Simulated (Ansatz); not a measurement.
# linear Ir chain under tension and compression, part 2 of 3

Does stretching change the magnetism or the channel count of the linear Ir chain?

Ansatz 0.2.0; DFT PBE, plane waves, PAW; relaxation of a chain's period (the session's first sound run).

So far, absolute moment (μB): step 2 (relaxation of atoms and period) 0.645.

## Step 3: At a set period, period over the relaxed period 0.88, k-mesh 1×1×40

This step: DFT PBE, plane waves, PAW; channels and complex bands of a perfect chain (Ansatz 0.2.0).

The period is set to 0.88 times the relaxed one: shorter bonds widen the bands.

The cell differs from the one that the last finished run ended in (c 2.283 → 2.009 Å).

Contents of input.yaml:

```yaml
crystal:
  lattice:
    - [7.5, 0.0, 0.0]
    - [0.0, 7.5, 0.0]
    - [0.0, 0.0, 2.0090403806]
  atoms:
    - { symbol: Ir, position: [0.5, 0.5, 0.0], spin: 0.46 }
magnetization:
  spin_polarized: true
kpoints:
  mp_grid: { grid: [1, 1, 40] }
scf:
  occupations: { method: fermi_dirac, width: 0.05 }
hamiltonian:
  xc: pbe
output:
  transmission:
    e_range: [-2, 2]
    de: 0.035
    kmesh: [1, 1]
    reduced_basis: true
    leads: [[0, 0]]
  stress: true
```

On the command line:

```sh
$ ansatz run input.yaml --threads 4 --pin off --max-ram 8192MiB --backend cpu --events-out ev --progress --plain --runs-dir out
```

Numbers of over 12 decimals in the logs are rounded to 6 here.

What it wrote:

```text
[...]
Crystal: 1 atoms, lattice volume = 113.009 Å³
Basis set: ecut = 420 eV, 2215 PW (Γ)
Bands: 13, of which v1, the nominal top of the filled ones, is band 9 counted from 1 (8 counted from 0)
Symmetry: 16 space group operations
[...]
k-points: 21 of 40
[...]
Starting moments: Σ|m| = 0.46 μB on 1 of 1 site
[...]
SCF iter  12: F=-11930.173089 eV  HF=-11930.173089 eV  |F-HF|=1.82e-12  |Δ(HF+E_count)|=  2.73e-11  Δρ=3.81e-8 (↑3.81e-8 ↓2.78e-8)  dr2=4.15e-13  dr2_m=9.02e-13  M=0.365 μB ∫|m|=0.371 μB  ethr=1.00e-12  ⟨swp⟩=2.0  Hψ=1484  notcnv=0
SCF 1 converged in 12 iterations: F = -11930.173089 eV  dr2 = 4.15e-13
[...]
transmission: 6 of 36 steps passed
transmission: 9 of 36 steps passed
[...]
transmission: 36 of 36 steps passed
SCF converged after 12 iterations
Magnetization: 0.3655 μB (8.6827 up, 8.3173 down)
Absolute magnetization: 0.3705 μB (∫|ρ↑−ρ↓|, with the PAW one-centre terms)
[...]
Per-site moments (μB) at R_I (Å): [(0.232791, 0.828729)]
Free energy (F): -11930.173089 eV
[...]
Internal energy: -11930.160827 eV  (E = F + TS)
E sigma→0 (E₀):  -11930.166958 eV
Entropy (-TS):   -0.012262 eV (-12.262 meV/atom)
Fermi energy:    -1.372673 eV
[...]
--- Stress (GPa, compression-positive) ---
       -0.111871       0.000000       0.000000
        0.000000      -0.111871       0.000000
        0.000000       0.000000      34.582767
  P = ⅓ Tr σ = 11.4530 GPa (114.530 kbar)
--- Band table (eV; the first three rows and the last of 42) ---
  k-point 0 ↑: bands = [... 5 lower, -4.8606, -4.3343, -4.3296, 0.9987, 0.9987, 2.5485, 2.5485, 3.2479]
  k-point 1 ↑: bands = [... 5 lower, -4.8388, -4.3202, -4.3155, 0.8915, 0.8915, 2.5620, 2.5620, 3.2710]
  k-point 2 ↑: bands = [... 5 lower, -4.7731, -4.2780, -4.2734, 0.5796, 0.5796, 2.6103, 2.6103, 3.3403]
  k-point 20 ↓: bands = [... 5 lower, -8.6157, -1.0942, -1.0935, 0.5425, 5.7540, 10.4978, 10.4978, 11.6836]
--- Transmission ---
  basis      : 497 plane waves across, 3 finite elements along
  points     : 1, standing for a mesh of 1 x 1
  filling    : by the input's occupations and mesh, since the crystals that have channels conduct as metals do. If one of these is a semiconductor, that mesh has misplaced its level
  energies   : 115 from -2.000000 to 1.990000 eV about the Fermi level, 0.035000 eV apart; the leads are filled to 0.000000 eV, and channels, transmission and decay are at -0.005000 eV
  crystal 0  : Ir1, at the sites [0, 0], period 2.0090 Å: whole cells are its period
    offset         : up to 0.0000 Å between an atom of the period and one for which it stands
    filled         : 51.1 meV over the level at which it is neutral
    channels       : 4.000000e0 up, 6.000000e0 down
    conductance    : 6.9373e14 S/m² at 300 K; may be off by some 0.0 % by where its bands' edges are placed, 3.5 % from the distance to neutral
```

Run time: 18 s. Hardware: 4 threads of Arm Neoverse V2, shared host; peak memory 0.45 GiB; 59 s of CPU time.

In the SCF lines HF is the Harris–Foulkes energy and dr2 the Hartree energy of the density residual, in eV; the loop may stop once dr2 is under the threshold and the program's other checks hold. Hψ counts applications of the Hamiltonian.

Numbers from this step:

```yaml
energy_at_zero_smearing: -11930.1670 eV
total_moment: 0.3655 μB
absolute_moment: 0.3705 μB
channels_at_the_energy_nearest_the_fermi_level_spin_up: 4
channels_at_the_energy_nearest_the_fermi_level_spin_down: 6
conductance_of_the_lead_as_this_run_defines_it: 5.036 G₀
band_gap: 0 eV
```

The open channels of the lead by energy, zero at the Fermi level:

| energy (eV) | spin up | spin down |
| --- | --- | --- |
| -2.000 | 6 | 6 |
| -1.895 | 6 | 6 |
| -1.790 | 6 | 6 |
| -1.685 | 6 | 6 |
| -1.615 | 6 | 6 |
| -1.510 | 6 | 6 |
| -1.405 | 6 | 6 |
| -1.300 | 6 | 6 |
| -1.195 | 6 | 6 |
| -1.090 | 6 | 6 |
| -0.985 | 6 | 6 |
| -0.915 | 6 | 6 |
| -0.810 | 6 | 6 |
| -0.705 | 6 | 6 |
| -0.600 | 6 | 6 |
| -0.495 | 6 | 6 |
| -0.390 | 6 | 6 |
| -0.285 | 6 | 6 |
| -0.215 | 6 | 6 |
| -0.110 | 6 | 6 |
| -0.005 | 4 | 6 |
| 0.100 | 4 | 6 |
| 0.205 | 4 | 6 |
| 0.310 | 4 | 4 |
| 0.415 | 4 | 4 |
| 0.485 | 4 | 4 |
| 0.590 | 4 | 4 |
| 0.695 | 4 | 4 |
| 0.800 | 4 | 4 |
| 0.905 | 4 | 4 |
| 1.010 | 4 | 4 |
| 1.115 | 4 | 4 |
| 1.185 | 4 | 4 |
| 1.290 | 4 | 4 |
| 1.395 | 4 | 4 |
| 1.500 | 4 | 4 |
| 1.605 | 4 | 4 |
| 1.710 | 3 | 4 |
| 1.815 | 3 | 4 |
| 1.885 | 3 | 4 |

Site moment by atom:

```
atom  site moment (μB)
 Ir1             0.233
```

At the computed energy nearest the Fermi level there are 4 spin-up and 6 spin-down channels, and the thermal average gives 5.04 G₀.

## Step 4: At a set period, period over the relaxed period 0.92, k-mesh 1×1×39

The period is set to 0.92 times the relaxed one: shorter bonds widen the bands.

The cell differs from the one that the last finished run ended in (c 2.009 → 2.100 Å).

Changes to input.yaml since step 3:

```diff
@@ -4,3 +4,3 @@
     - [0.0, 7.5, 0.0]
-    - [0.0, 0.0, 2.0090403806]
+    - [0.0, 0.0, 2.1003603979]
   atoms:
@@ -10,3 +10,3 @@
 kpoints:
-  mp_grid: { grid: [1, 1, 40] }
+  mp_grid: { grid: [1, 1, 39] }
 scf:
```

What it wrote:

```text
[...]
Crystal: 1 atoms, lattice volume = 118.145 Å³
Basis set: ecut = 420 eV, 2335 PW (Γ)
Bands: 13, of which v1, the nominal top of the filled ones, is band 9 counted from 1 (8 counted from 0)
Symmetry: 16 space group operations
[...]
k-points: 20 of 39
[...]
Starting moments: Σ|m| = 0.46 μB on 1 of 1 site
[...]
--- Transmission ---
  basis      : 497 plane waves across, 3 finite elements along
  points     : 1, standing for a mesh of 1 x 1
[...]
crystal 0  : Ir1, at the sites [0, 0], period 2.1004 Å: whole cells are its period
[...]
filled         : 28.4 meV over the level at which it is neutral
    channels       : 4.000000e0 up, 6.000000e0 down
[...]
[key lines of the parts left out:]
SCF converged after 11 iterations
Magnetization: 0.4705 μB (8.7353 up, 8.2647 down)
Free energy (F): -11931.002535 eV
Fermi energy:    -1.770291 eV
P = ⅓ Tr σ = 6.0032 GPa (60.032 kbar)
```

Wall time 17 s (4 threads); peak memory 0.44 GiB; 55 s of CPU time.

At the computed energy nearest the Fermi level there are 4 spin-up and 6 spin-down channels, and the thermal average gives 5.00 G₀.

## Step 5: At a set period, period over the relaxed period 0.96, k-mesh 1×1×37

The period is set to 0.96 times the relaxed one: shorter bonds widen the bands.

The cell differs from the one that the last finished run ended in (c 2.100 → 2.192 Å).

Changes to input.yaml since step 4:

```diff
@@ -4,3 +4,3 @@
     - [0.0, 7.5, 0.0]
-    - [0.0, 0.0, 2.1003603979]
+    - [0.0, 0.0, 2.1916804152]
   atoms:
@@ -10,3 +10,3 @@
 kpoints:
-  mp_grid: { grid: [1, 1, 39] }
+  mp_grid: { grid: [1, 1, 37] }
 scf:
```

What it wrote:

```text
[...]
Crystal: 1 atoms, lattice volume = 123.282 Å³
Basis set: ecut = 420 eV, 2431 PW (Γ)
Bands: 13, of which v1, the nominal top of the filled ones, is band 9 counted from 1 (8 counted from 0)
Symmetry: 16 space group operations
[...]
k-points: 19 of 37
[...]
Starting moments: Σ|m| = 0.46 μB on 1 of 1 site
[...]
--- Transmission ---
  basis      : 497 plane waves across, 3 finite elements along
  points     : 1, standing for a mesh of 1 x 1
[...]
crystal 0  : Ir1, at the sites [0, 0], period 2.1917 Å: whole cells are its period
[...]
filled         : 10.6 meV over the level at which it is neutral
    channels       : 4.000000e0 up, 6.000000e0 down
[...]
[key lines of the parts left out:]
SCF converged after 10 iterations
Magnetization: 0.6060 μB (8.8030 up, 8.1970 down)
Free energy (F): -11931.402980 eV
Fermi energy:    -2.060010 eV
P = ⅓ Tr σ = 2.2700 GPa (22.700 kbar)
```

Elapsed: 16 s, on 4 threads; peak memory 0.44 GiB; 50 s of CPU time.

At the computed energy nearest the Fermi level there are 4 spin-up and 6 spin-down channels, and the thermal average gives 5.00 G₀.

## Step 6: At a set period, period over the relaxed period 1, k-mesh 1×1×36

The period is set to 1.0 times the relaxed one, as the point of reference.

Changes to input.yaml since step 5:

```diff
@@ -4,3 +4,3 @@
     - [0.0, 7.5, 0.0]
-    - [0.0, 0.0, 2.1916804152]
+    - [0.0, 0.0, 2.2830004325]
   atoms:
@@ -10,3 +10,3 @@
 kpoints:
-  mp_grid: { grid: [1, 1, 37] }
+  mp_grid: { grid: [1, 1, 36] }
 scf:
```

What it wrote:

```text
[...]
Crystal: 1 atoms, lattice volume = 128.419 Å³
Basis set: ecut = 420 eV, 2511 PW (Γ)
Bands: 13, of which v1, the nominal top of the filled ones, is band 9 counted from 1 (8 counted from 0)
Symmetry: 16 space group operations
[...]
k-points: 19 of 36
[...]
Starting moments: Σ|m| = 0.46 μB on 1 of 1 site
[...]
--- Transmission ---
  basis      : 497 plane waves across, 3 finite elements along
  points     : 1, standing for a mesh of 1 x 1
[...]
crystal 0  : Ir1, at the sites [0, 0], period 2.2830 Å: whole cells are its period
[...]
filled         : 5.9 meV over the level at which it is neutral
    channels       : 4.000000e0 up, 6.000000e0 down
[...]
[key lines of the parts left out:]
SCF converged after 10 iterations
Magnetization: 0.6633 μB (8.8316 up, 8.1684 down)
Free energy (F): -11931.508700 eV
Fermi energy:    -2.308318 eV
P = ⅓ Tr σ = -0.1293 GPa (-1.293 kbar)
```

Run time: 14 s. Hardware: 4 threads; peak memory 0.42 GiB; 46 s of CPU time.

At the computed energy nearest the Fermi level there are 4 spin-up and 6 spin-down channels, and the thermal average gives 5.00 G₀.

## Step 7: At a set period, period over the relaxed period 1.04, k-mesh 1×1×34

The period is set to 1.04 times the relaxed one: longer bonds narrow the bands.

The cell differs from the one that the last finished run ended in (c 2.283 → 2.374 Å).

Changes to input.yaml since step 6:

```diff
@@ -4,3 +4,3 @@
     - [0.0, 7.5, 0.0]
-    - [0.0, 0.0, 2.2830004325]
+    - [0.0, 0.0, 2.3743204498]
   atoms:
@@ -10,3 +10,3 @@
 kpoints:
-  mp_grid: { grid: [1, 1, 36] }
+  mp_grid: { grid: [1, 1, 34] }
 scf:
```

What it wrote:

```text
[...]
Crystal: 1 atoms, lattice volume = 133.556 Å³
Basis set: ecut = 420 eV, 2599 PW (Γ)
Bands: 13, of which v1, the nominal top of the filled ones, is band 9 counted from 1 (8 counted from 0)
Symmetry: 16 space group operations
[...]
k-points: 18 of 34
[...]
Starting moments: Σ|m| = 0.46 μB on 1 of 1 site
[...]
--- Transmission ---
  basis      : 497 plane waves across, 3 finite elements along
  points     : 1, standing for a mesh of 1 x 1
[...]
crystal 0  : Ir1, at the sites [0, 0], period 2.3743 Å: whole cells are its period
[...]
filled         : 5.9 meV under the level at which it is neutral
    channels       : 4.000000e0 up, 6.000000e0 down
[...]
[key lines of the parts left out:]
SCF converged after 10 iterations
Magnetization: 0.7237 μB (8.8618 up, 8.1382 down)
Free energy (F): -11931.426711 eV
Fermi energy:    -2.526708 eV
P = ⅓ Tr σ = -1.6395 GPa (-16.395 kbar)
```

The job ended after 14 s (4 threads; peak memory 0.42 GiB; 45 s of CPU time).

At the computed energy nearest the Fermi level there are 4 spin-up and 6 spin-down channels, and the thermal average gives 5.00 G₀. The change of length costs 0.084 eV a cell and leaves an absolute moment of 0.73 μB a cell.

## Step 8: The chain at a fixed length, period over the relaxed period 1.08, k-mesh 1×1×33

The period is set to 1.08 times the relaxed one: longer bonds narrow the bands.

The cell differs from the one that the last finished run ended in (c 2.374 → 2.466 Å).

Changes to input.yaml since step 7:

```diff
@@ -4,3 +4,3 @@
     - [0.0, 7.5, 0.0]
-    - [0.0, 0.0, 2.3743204498]
+    - [0.0, 0.0, 2.4656404671]
   atoms:
@@ -10,3 +10,3 @@
 kpoints:
-  mp_grid: { grid: [1, 1, 34] }
+  mp_grid: { grid: [1, 1, 33] }
 scf:
```

What it wrote:

```text
[...]
Crystal: 1 atoms, lattice volume = 138.692 Å³
Basis set: ecut = 420 eV, 2697 PW (Γ)
Bands: 13, of which v1, the nominal top of the filled ones, is band 9 counted from 1 (8 counted from 0)
Symmetry: 16 space group operations
[...]
k-points: 17 of 33
[...]
Starting moments: Σ|m| = 0.46 μB on 1 of 1 site
[...]
--- Transmission ---
  basis      : 497 plane waves across, 4 finite elements along
  points     : 1, standing for a mesh of 1 x 1
[...]
crystal 0  : Ir1, at the sites [0, 0], period 2.4656 Å: whole cells are its period
[...]
filled         : 9.2 meV under the level at which it is neutral
    channels       : 4.000000e0 up, 6.000000e0 down
[...]
[key lines of the parts left out:]
SCF converged after 10 iterations
Magnetization: 0.9754 μB (8.9877 up, 8.0123 down)
Free energy (F): -11931.228437 eV
Fermi energy:    -2.694767 eV
P = ⅓ Tr σ = -2.4833 GPa (-24.833 kbar)
```

The job ended after 20 s (4 threads; peak memory 0.48 GiB).

At the computed energy nearest the Fermi level there are 4 spin-up and 6 spin-down channels, and the thermal average gives 5.00 G₀. The change of length costs 0.286 eV a cell and leaves an absolute moment of 0.98 μB a cell.

## Step 9: At a set period, period over the relaxed period 1.13, k-mesh 1×1×32

The period is set to 1.13 times the relaxed one: longer bonds narrow the bands.

The cell differs from the one that the last finished run ended in (c 2.466 → 2.580 Å).

Changes to input.yaml since step 8:

```diff
@@ -4,3 +4,3 @@
     - [0.0, 7.5, 0.0]
-    - [0.0, 0.0, 2.4656404671]
+    - [0.0, 0.0, 2.5797904887]
   atoms:
@@ -10,3 +10,3 @@
 kpoints:
-  mp_grid: { grid: [1, 1, 33] }
+  mp_grid: { grid: [1, 1, 32] }
 scf:
```

What it wrote:

```text
[...]
Crystal: 1 atoms, lattice volume = 145.113 Å³
Basis set: ecut = 420 eV, 2857 PW (Γ)
Bands: 13, of which v1, the nominal top of the filled ones, is band 9 counted from 1 (8 counted from 0)
Symmetry: 16 space group operations
[...]
k-points: 17 of 32
[...]
Starting moments: Σ|m| = 0.46 μB on 1 of 1 site
[...]
--- Transmission ---
  basis      : 497 plane waves across, 4 finite elements along
  points     : 1, standing for a mesh of 1 x 1
[...]
crystal 0  : Ir1, at the sites [0, 0], period 2.5798 Å: whole cells are its period
[...]
filled         : 3.0 meV under the level at which it is neutral
    channels       : 3.000000e0 up, 6.000000e0 down
[...]
[key lines of the parts left out:]
SCF converged after 9 iterations
Magnetization: 1.4688 μB (9.2344 up, 7.7656 down)
Free energy (F): -11930.921170 eV
Fermi energy:    -2.815897 eV
P = ⅓ Tr σ = -2.8191 GPa (-28.191 kbar)
```

Run time: 17 s. Hardware: 4 threads; peak memory 0.46 GiB.

At the computed energy nearest the Fermi level there are 3 spin-up and 6 spin-down channels, and the thermal average gives 4.50 G₀. The change of length costs 0.592 eV a cell and leaves an absolute moment of 1.47 μB a cell.

Between step 3 and this run (period over the relaxed period 1.13 and k-mesh 1×1×32) the value for the conductance of the lead as this run defines it moves from 5.04 G₀ to 4.50 G₀ (-11 %).

## Step 10: At a set period, period over the relaxed period 1.2, k-mesh 1×1×30

The period is set to 1.2 times the relaxed one: longer bonds narrow the bands.

The cell differs from the one that the last finished run ended in (c 2.580 → 2.740 Å).

Changes to input.yaml since step 9:

```diff
@@ -4,3 +4,3 @@
     - [0.0, 7.5, 0.0]
-    - [0.0, 0.0, 2.5797904887]
+    - [0.0, 0.0, 2.739600519]
   atoms:
@@ -10,3 +10,3 @@
 kpoints:
-  mp_grid: { grid: [1, 1, 32] }
+  mp_grid: { grid: [1, 1, 30] }
 scf:
```

What it wrote:

```text
[...]
Crystal: 1 atoms, lattice volume = 154.103 Å³
Basis set: ecut = 420 eV, 3073 PW (Γ)
Bands: 13, of which v1, the nominal top of the filled ones, is band 9 counted from 1 (8 counted from 0)
Symmetry: 16 space group operations
[...]
k-points: 16 of 30
[...]
Starting moments: Σ|m| = 0.46 μB on 1 of 1 site
[...]
--- Transmission ---
  basis      : 497 plane waves across, 4 finite elements along
  points     : 1, standing for a mesh of 1 x 1
[...]
crystal 0  : Ir1, at the sites [0, 0], period 2.7396 Å: whole cells are its period
[...]
filled         : 2.2 meV over the level at which it is neutral
    channels       : 1.000000e0 up, 6.000000e0 down
[...]
[key lines of the parts left out:]
SCF converged after 11 iterations
Magnetization: 2.3013 μB (9.6507 up, 7.3493 down)
Free energy (F): -11930.459023 eV
Fermi energy:    -2.766534 eV
P = ⅓ Tr σ = -2.4450 GPa (-24.450 kbar)
```

The job ended after 16 s (4 threads; peak memory 0.44 GiB).

At the computed energy nearest the Fermi level there are 1 spin-up and 6 spin-down channels, and the thermal average gives 3.56 G₀. The change of length costs 1.058 eV a cell and leaves an absolute moment of 2.31 μB a cell.

For the conductance of the lead as this run defines it, step 3 gave 5.04 G₀; this run, with period over the relaxed period 1.2 and k-mesh 1×1×30, gives 3.56 G₀ (-29 %).

## Step 11: At a set period, period over the relaxed period 1.3, k-mesh 1×1×27

The period is set to 1.3 times the relaxed one: longer bonds narrow the bands.

The cell differs from the one that the last finished run ended in (c 2.740 → 2.968 Å).

Changes to input.yaml since step 10:

```diff
@@ -4,3 +4,3 @@
     - [0.0, 7.5, 0.0]
-    - [0.0, 0.0, 2.739600519]
+    - [0.0, 0.0, 2.9679005623]
   atoms:
@@ -10,3 +10,3 @@
 kpoints:
-  mp_grid: { grid: [1, 1, 30] }
+  mp_grid: { grid: [1, 1, 27] }
 scf:
```

What it wrote:

```text
[...]
Crystal: 1 atoms, lattice volume = 166.944 Å³
Basis set: ecut = 420 eV, 3265 PW (Γ)
Bands: 13, of which v1, the nominal top of the filled ones, is band 9 counted from 1 (8 counted from 0)
Symmetry: 16 space group operations
[...]
k-points: 14 of 27
[...]
Starting moments: Σ|m| = 0.46 μB on 1 of 1 site
[...]
--- Transmission ---
  basis      : 497 plane waves across, 4 finite elements along
  points     : 1, standing for a mesh of 1 x 1
[...]
crystal 0  : Ir1, at the sites [0, 0], period 2.9679 Å: whole cells are its period
[...]
filled         : 15.0 meV over the level at which it is neutral
    channels       : 1.000000e0 up, 4.000000e0 down
[...]
[key lines of the parts left out:]
SCF converged after 10 iterations
Magnetization: 2.4069 μB (9.7034 up, 7.2966 down)
Free energy (F): -11929.944438 eV
Fermi energy:    -2.830200 eV
P = ⅓ Tr σ = -2.2781 GPa (-22.781 kbar)
```

Wall time 11 s (4 threads); peak memory 0.4 GiB; 39 s of CPU time.

Open channels of the lead against energy, zero at the Fermi level:

| energy (eV) | spin up | spin down |
| --- | --- | --- |
| -2.00 | 4 | 1 |
| -1.90 | 4 | 1 |
| -1.79 | 3 | 1 |
| -1.69 | 4 | 1 |
| -1.58 | 4 | 1 |
| -1.48 | 4 | 1 |
| -1.37 | 5 | 1 |
| -1.23 | 5 | 1 |
| -1.12 | 5 | 1 |
| -1.02 | 4 | 3 |
| -0.92 | 3 | 3 |
| -0.81 | 3 | 3 |
| -0.70 | 3 | 3 |
| -0.60 | 3 | 3 |
| -0.49 | 1 | 4 |
| -0.39 | 1 | 5 |
| -0.28 | 1 | 5 |
| -0.18 | 1 | 5 |
| -0.07 | 1 | 4 |
| -0.01 | 1 | 4 |
| 0.07 | 1 | 4 |
| 0.17 | 1 | 4 |
| 0.28 | 1 | 5 |
| 0.38 | 1 | 5 |
| 0.48 | 1 | 5 |
| 0.59 | 1 | 4 |
| 0.69 | 1 | 3 |
| 0.80 | 1 | 3 |
| 0.91 | 1 | 1 |
| 1.01 | 1 | 1 |
| 1.11 | 1 | 1 |
| 1.22 | 1 | 1 |
| 1.36 | 1 | 1 |
| 1.47 | 1 | 1 |
| 1.57 | 1 | 1 |
| 1.68 | 1 | 1 |
| 1.78 | 1 | 1 |
| 1.89 | 1 | 1 |
| 1.99 | 1 | 1 |

At the computed energy nearest the Fermi level there are 1 spin-up and 4 spin-down channels, and the thermal average gives 2.50 G₀. The change of length costs 1.564 eV a cell and leaves an absolute moment of 2.41 μB a cell.

[end of part 2 of 3]

[Logs are printed without paths, hosts, clocks, repeated set-up lines and the standing remarks that a program may print on its own settings, such as how far it seeks lower states.]

[Hosts, paths, dates, database ids (printed as entryN), source tags and the programs' standing remarks are cut or masked in the printed files.]
